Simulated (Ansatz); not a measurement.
An input for Ansatz 0.2.0 (SnH5CN2Cl3 (Amm2)):

```yaml
crystal:
  lattice:
    - [6.040487, 0.0, 0.0]
    - [0.0, 3.859191, 4.02926845]
    - [0.0, -3.859191, 4.02926845]
  atoms:
    - { symbol: Sn, position: [0.5, 0.3791473433, 0.3791473433] }
    - { symbol: H, position: [0.2040232191, 0.7236718177, 0.7236718177] }
    - { symbol: H, position: [0.7959767809, 0.7236718177, 0.7236718177] }
    - { symbol: H, position: [0.329588876, 0.9145182277, 0.9145182277] }
    - { symbol: H, position: [0.670411124, 0.9145182277, 0.9145182277] }
    - { symbol: H, position: [0.0, 0.0517828811, 0.0517828811] }
    - { symbol: C, position: [0.0, 0.9202618522, 0.9202618522] }
    - { symbol: "N", position: [0.1908067308, 0.8460492313, 0.8460492313] }
    - { symbol: "N", position: [0.8091932692, 0.8460492313, 0.8460492313] }
    - { symbol: Cl, position: [0.5, 0.8458089138, 0.3482450316] }
    - { symbol: Cl, position: [0.5, 0.3482450316, 0.8458089138] }
    - { symbol: Cl, position: [0.0, 0.4130734247, 0.4130734247] }
kpoints:
  mp_grid: { grid: [4, 4, 4] }
hamiltonian:
  xc: pbe
  pseudopotentials: { kind: paw, azcp: { folder: soft_1 } }
scf:
  occupations: { method: fermi_dirac, width: 0.02 }
relax:
  f_tol: 0.01
```

```sh
ansatz run input.yaml --threads 2 --pin off --max-ram 92160MiB --backend cuda --events-out ev --progress --plain --runs-dir out --devices 1 --max-vram 13GiB
```

How long will it take on 1 × NVIDIA H100 80GB HBM3 (shared by 6 runs) with 2 threads of AMD EPYC 7R13 (Zen 3), shared host, and how much memory?

It took 31 s; on shared hardware allow 16 s to 62 s. Peak host memory was 1.0 GiB. The sizes that set the cost: 3677 plane waves a state, 21 irreducible k points and 70 SCF cycles.

[Paths, hosts, dates, memory and timing lines, banners, echoed tables and standing remarks are left out of the program output.]

[Logs are printed without paths, hosts, clocks, repeated set-up lines and the standing remarks that a program may print on its own settings, such as how far it seeks lower states.]

[Runs of the session that timed out or met a known fault of the program may be left out.]

[Cells called generated may have been cut or substituted from an entry of the Crystallography Open Database or the Materials Project.]

[Hosts, paths, dates, database ids (printed as entryN), source tags and the programs' standing remarks are cut or masked in the printed files.]
